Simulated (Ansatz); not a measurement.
In doubt: masses and optical values from hybrid runs of this build are listed as unsure (in some of the runs), which bears on the screening that GW takes from such a start; one-shot GW on d or f shells is unsure (in some of the runs), so the values of those runs are not to be relied on.

The crystal is FeAs2 (Lollingite).

```xyz
6
Lattice="5.3012 0.0000 0.0000 0.0000 5.9858 0.0000 0.0000 0.0000 2.8822" Properties=species:S:1:pos:R:3 pbc="T T T"
Fe    0.0000    0.0000    0.0000
Fe    2.6506    2.9929    1.4411
As    0.9346    2.1693    0.0000
As    4.3666    3.8165    0.0000
As    3.5852    0.8236    1.4411
As    1.7160    5.1622    1.4411
```

The cell and positions come from the Crystallography Open Database and are kept as given unless a step says otherwise. PAW set soft_2, made with PBE.

Gaps computed with Ansatz 0.2.0 without a self-energy: HSE06 1.42 eV and r2SCAN 0.53 eV.

Question: Estimate the G0W0@HSE06 gap with 4×4×6 mesh, 724 empty bands, screening to 230 eV, default PAW files.

About 0.88 eV: on its mesh the run moves the gap from 1.51 eV by −0.63 eV. A band edge moves to another state on the way. Among the scalar-relativistic levels given, r2SCAN is nearest (−0.35 eV). Bands and cutoff are finite, so the gap is not at the basis limit. The miss can reach some tenths of an eV and take either sign; the mesh is an error of its own. The runs have no spin polarisation. For a closed low-spin shell that is the natural state; where a d or f shell is open it is a constraint, and the gap is then not the crystal's own. With d states at the gap, one-shot GW leans hard on its start. The many-body steps are scalar-relativistic: spin-orbit coupling is not in them.

[Paths, hosts, dates, memory and timing lines, banners, echoed tables and standing remarks are left out of the program output.]

[Logs are printed without paths, hosts, clocks, repeated set-up lines and the standing remarks that a program may print on its own settings, such as how far it seeks lower states.]

[Runs of the session that timed out or met a known fault of the program may be left out.]

[Cells called generated may have been cut or substituted from an entry of the Crystallography Open Database or the Materials Project.]

[Hosts, paths, dates, database ids (printed as entryN), source tags and the programs' standing remarks are cut or masked in the printed files.]
